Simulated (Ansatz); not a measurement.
## Twisted Ti2CO2 MXene bilayer, 24.43° (670 atoms): a single point

Wanted: forces and levels of twisted Ti2CO2 MXene bilayer, 24.43° (670 atoms).

Main program and level: Ansatz 0.2.0; Kohn-Sham DFT, PBE+D3(BJ), PAW (set soft_1), localised support functions (medium).

This is a report of a sequence of runs, with most program output left out.

### Step 1. The starting structure

The cell holds 670 atoms: 134 C, 268 Ti and 268 O. Cell: a = 24.802 Å, b = 24.802 Å, c = 23.800 Å, α = 90.0°, β = 90.0°, γ = 120.0°. It derives from Ti2CO2 (Ti2CO2 MXene). Ti2CO2 MXene (a = 3.03 Å) under Ti2CO2 MXene (a = 3.03 Å), bilayer, commensurate cell of 67 unit cells a layer, twist 24.43 deg; facing planes 2.92 Å apart; 12 Å of vacuum; layers as built, displaced by a Gaussian of 0.01 Å. Regions: layer 1, 335 atoms (67 C, 134 Ti and 134 O); layer 2, 335 atoms (67 C, 134 Ti and 134 O). Vacuum lies along c.

Limits known from the start: Beside vacuum, support functions can miss their usual error bounds without a warning. The main run has no spin polarisation, so moments on Ti can't form in it, and no Hubbard term.

### Step 2. Plane-wave single point

The electrons are solved once, with the atoms held.

This step: Kohn-Sham DFT, PBE+D3(BJ), PAW (set soft_1), plane waves (Ansatz 0.2.0).

input.yaml reads:

```yaml
crystal:
  lattice:
    - [24.8016, 0.0, 0.0]
    - [-12.4008, 21.47882, 0.0]
    - [0.0, 0.0, 23.8]
  atoms:
    - { symbol: C, position: [0.01417, 0.56698, 0.34564] }
    - { symbol: Ti, position: [0.06896, 0.64651, 0.39995] }
    - { symbol: Ti, position: [0.09474, 0.59184, 0.29053] }
    - { symbol: O, position: [0.09484, 0.59274, 0.43861] }
    - { symbol: O, position: [0.07063, 0.64689, 0.25193] }
    - { symbol: C, position: [0.04467, 0.70257, 0.34513] }
    - { symbol: Ti, position: [0.09957, 0.78037, 0.40062] }
    - { symbol: Ti, position: [0.12416, 0.72599, 0.29059] }
    - { symbol: O, position: [0.12351, 0.72563, 0.43832] }
    - { symbol: O, position: [0.09954, 0.78102, 0.25146] }
    - { symbol: C, position: [0.07488, 0.83602, 0.34504] }
    - { symbol: Ti, position: [0.12876, 0.91569, 0.40042] }
    - { symbol: Ti, position: [0.15409, 0.86149, 0.29029] }
    - { symbol: O, position: [0.15379, 0.86088, 0.43908] }
    - { symbol: O, position: [0.12943, 0.91517, 0.25202] }
    - { symbol: C, position: [0.10482, 0.9703, 0.34595] }
    - { symbol: Ti, position: [0.15894, 0.05005, 0.39999] }
    - { symbol: Ti, position: [0.18342, 0.99509, 0.29092] }
    - { symbol: O, position: [0.18411, 0.99419, 0.43832] }
    - { symbol: O, position: [0.16005, 0.04993, 0.25282] }
    - { symbol: C, position: [0.99991, 0.99993, 0.3458] }
    - { symbol: Ti, position: [0.05461, 0.07969, 0.40011] }
    - { symbol: Ti, position: [0.08, 0.02489, 0.29067] }
    - { symbol: O, position: [0.07913, 0.02503, 0.43896] }
    - { symbol: O, position: [0.05489, 0.07952, 0.25224] }
    - { symbol: C, position: [0.0306, 0.13478, 0.3454] }
    - { symbol: Ti, position: [0.08495, 0.21325, 0.40033] }
    - { symbol: Ti, position: [0.11016, 0.15946, 0.29048] }
    - { symbol: O, position: [0.10966, 0.15862, 0.43822] }
    - { symbol: O, position: [0.08513, 0.2142, 0.25195] }
    - { symbol: C, position: [0.06045, 0.26874, 0.34518] }
    - { symbol: Ti, position: [0.11417, 0.34786, 0.40078] }
    [... 632 atom lines left out ...]
    - { symbol: O, position: [0.12176, 0.00913, 0.56077] }
    - { symbol: C, position: [0.17129, 0.16819, 0.6549] }
    - { symbol: Ti, position: [0.09131, 0.11311, 0.70922] }
    - { symbol: Ti, position: [0.1155, 0.19195, 0.59971] }
    - { symbol: O, position: [0.11622, 0.19178, 0.74817] }
    - { symbol: O, position: [0.0919, 0.11372, 0.56156] }
kpoints:
  mp_grid: { grid: [3, 3, 1] }
hamiltonian:
  xc: pbe
  dispersion: d3bj
  pseudopotentials: { kind: paw, azcp: { folder: soft_1 } }
scf:
  occupations: { method: gaussian, width: 0.05 }
output:
  forces: true
  populations: true
  dos:
    method: { smearing: { sigma: 0.08 } }
    de: 0.1
    projected: { site_lists: { C: [C], O: [O], Ti: [Ti] } }
  eigenvalues: true
  write_density: true
  write_potential: true
  volumetric_format: npy
  elf: true
```

Run with:

```sh
> ansatz run input.yaml --threads 32 --pin off --max-ram 92160MiB --backend cuda --events-out ev --progress --plain --runs-dir out --max-vram 78GiB
```

Wall time 11 s (1 × NVIDIA GB200 with 32 threads of Arm Neoverse V2, shared host); peak memory 1 GiB.

That memory is the host's. Forces of this run were stored rounded, and per-atom blocks of the log weren't kept.

The input was rejected at the start.

The program's message: “Error: memory limit exceeded: the `scf loop` phase needs 122.75 GiB against the run's memory maximum of 90.00 GiB; largest carriers: wavefunctions 61.86 GiB, projector tables 50.00 GiB, non-local proj …”

The refusal is over memory: the job needs 122.75 GiB where 90.00 GiB were allowed.

### Step 3. Plane-wave single point

After the refusal for memory the run is tried again with basis.xc_grid typed, in the hope of saving memory.

input.yaml: that of step 2 with these lines changed.

```diff
@@ -27 +27,3 @@
   elf: true
+basis:
+  xc_grid: 1
```

Elapsed: 7.9 s, on 1 × NVIDIA GB200 with 32 threads; peak memory 1.1 GiB.

That memory is the host's.

The program refused the input before any cycle.

The program's message: “Error: memory limit exceeded: the `scf loop` phase needs 122.05 GiB against the run's memory maximum of 90.00 GiB; largest carriers: wavefunctions 61.86 GiB, projector tables 50.00 GiB, non-local proj …”

The refusal is over memory: the job needs 122.05 GiB where 90.00 GiB were allowed.

### Step 4. Support functions medium

The cell is solved in localised support functions.

This step: Kohn-Sham DFT, PBE+D3(BJ), PAW (set soft_1), localised support functions (medium) (Ansatz 0.2.0).

input.yaml, the sections that differ from step 3:

```yaml
scf:
  occupations: { method: gaussian, width: 0.05 }
  eigensolver: { kind: { support_functions: { accuracy: medium } } }
  mixing: { beta: 0.2 }
  max_iter: 150
output:
  forces: true
# crystal, kpoints, hamiltonian, basis: as in step 3
```

Elapsed: 3.3 min, on 1 × NVIDIA GB200 with 32 threads; peak memory 4.4 GiB.

That memory is the host's; the program planned up to 40.3 GiB on the GPU.

The program notes that the band table was not solved further than the SCF left it, the exchange-correlation grid is coarser than the default for support functions and it switched symmetry off.

Numbers from this run:

```
free energy                                      : -856488.9088 eV
free energy per atom                             : -1278.3417 eV/atom
SCF cycles                                       : 24
r.m.s. force component                           : 0.1756 eV/Å
longest force                                    : 0.6939 eV/Å
Fermi energy                                     : 4.258 eV
gap (highest filled to lowest empty level) : 0.2845 eV
```

### Step 5. Support functions low

With localised support functions most steps grow linearly with size, though the diagonalisation grows faster unless the density matrix is cut; this run measures error and cost at this size.

This step: Kohn-Sham DFT, PBE+D3(BJ), PAW (set soft_1), localised support functions (low) (Ansatz 0.2.0).

input.yaml: that of step 4 with these lines changed.

```diff
@@ -15,3 +15,3 @@
   occupations: { method: gaussian, width: 0.05 }
-  eigensolver: { kind: { support_functions: { accuracy: medium } } }
+  eigensolver: { kind: { support_functions: { accuracy: low } } }
   mixing: { beta: 0.2 }
```

It took 2.9 min on 1 × NVIDIA GB200 with 32 threads; peak memory 4.3 GiB.

That memory is the host's; the program planned up to 40 GiB on the GPU.

Read from the output:

```yaml
free_energy: -856488.9457 eV
free_energy_per_atom: -1278.3417 eV/atom
scf_cycles: 21
r_m_s_force_component: 0.1756 eV/Å
longest_force: 0.6937 eV/Å
fermi_energy: 4.257 eV
spacing_of_highest_filled_and_lowest_empty_level: 0.2847 eV
```

### Step 6. Support functions high

This step: Kohn-Sham DFT, PBE+D3(BJ), PAW (set soft_1), localised support functions (high) (Ansatz 0.2.0).

input.yaml: that of step 5 with these lines changed.

```diff
@@ -15,3 +15,3 @@
   occupations: { method: gaussian, width: 0.05 }
-  eigensolver: { kind: { support_functions: { accuracy: low } } }
+  eigensolver: { kind: { support_functions: { accuracy: high } } }
   mixing: { beta: 0.2 }
```

Elapsed: 5 s, on 1 × NVIDIA GB200 with 32 threads; peak memory 4.6 GiB.

That memory is the host's.

The program refused the input before any cycle.

The program's message: “Error: device memory: the device workspace of this run needs 83.07 GiB and the device reports 176.55 GiB free (of which the cap on the GPU budget leaves the run 78.00 GiB) — exchange-correlation: 1.00 …”

### Step 7. Support functions medium, radius 3.47 Å

The radius confines each support function; a larger one gives more freedom and more work per atom.

This step: Kohn-Sham DFT, PBE+D3(BJ), PAW (set soft_1), localised support functions (medium) (Ansatz 0.2.0).

input.yaml: that of step 6 with these lines changed.

```diff
@@ -15,3 +15,3 @@
   occupations: { method: gaussian, width: 0.05 }
-  eigensolver: { kind: { support_functions: { accuracy: high } } }
+  eigensolver: { kind: { support_functions: { accuracy: medium, radius: 3.47 } } }
   mixing: { beta: 0.2 }
```

The job ended after 3.1 min (1 × NVIDIA GB200 with 32 threads; peak memory 4.3 GiB).

That memory is the host's; the program planned up to 39.1 GiB on the GPU.

Numbers from this run:

```
free energy                                      : -856488.9088 eV
free energy per atom                             : -1278.3417 eV/atom
SCF cycles                                       : 23
r.m.s. force component                           : 0.1756 eV/Å
longest force                                    : 0.6938 eV/Å
Fermi energy                                     : 4.257 eV
gap (highest filled to lowest empty level) : 0.2847 eV
```

### Step 8. Support functions medium, radius 3.76 Å

input.yaml, the sections that differ from step 7:

```yaml
scf:
  occupations: { method: gaussian, width: 0.05 }
  eigensolver: { kind: { support_functions: { accuracy: medium, radius: 3.76 } } }
  mixing: { beta: 0.2 }
  max_iter: 150
# crystal, kpoints, hamiltonian, output, basis: as in step 7
```

Wall time 3.2 min (1 × NVIDIA GB200 with 32 threads); peak memory 4.5 GiB.

That memory is the host's; the program planned up to 42.8 GiB on the GPU.

Read from the output:

```yaml
free_energy: -856488.9096 eV
free_energy_per_atom: -1278.3417 eV/atom
scf_cycles: 23
r_m_s_force_component: 0.1756 eV/Å
longest_force: 0.6941 eV/Å
fermi_energy: 4.258 eV
spacing_of_highest_filled_and_lowest_empty_level: 0.2844 eV
```

### Step 9. Support functions medium, radius 4.01 Å

input.yaml, the sections that differ from step 8:

```yaml
scf:
  occupations: { method: gaussian, width: 0.05 }
  eigensolver: { kind: { support_functions: { accuracy: medium, radius: 4.01 } } }
  mixing: { beta: 0.2 }
  max_iter: 150
# crystal, kpoints, hamiltonian, output, basis: as in step 8
```

The job ended after 3.1 min (1 × NVIDIA GB200 with 32 threads; peak memory 4.6 GiB).

That memory is the host's; the program planned up to 46.7 GiB on the GPU.

The run gave:

| Property | Result |
| --- | --- |
| free energy | -856488.9100 eV |
| free energy per atom | -1278.3417 eV/atom |
| SCF cycles | 22 |
| r.m.s. force component | 0.1756 eV/Å |
| longest force | 0.6941 eV/Å |
| Fermi energy | 4.257 eV |
| gap (highest filled to lowest empty level) | 0.2845 eV |

Runs without a result: plane-wave single point (refused); support functions high (refused).

### Step 10. Summary of results

```json
{
 "wall time of the 5 DFT runs": "16 min"
}
```

In words: 

**Limits.** The geometry was built by rule, was displaced at random and isn't relaxed at this level: its force components are 0.18 eV/Å r.m.s.

[Logs are printed without paths, hosts, clocks, repeated set-up lines and the standing remarks that a program may print on its own settings, such as how far it seeks lower states.]

[Hosts, paths, dates, database ids (printed as entryN), source tags and the programs' standing remarks are cut or masked in the printed files.]
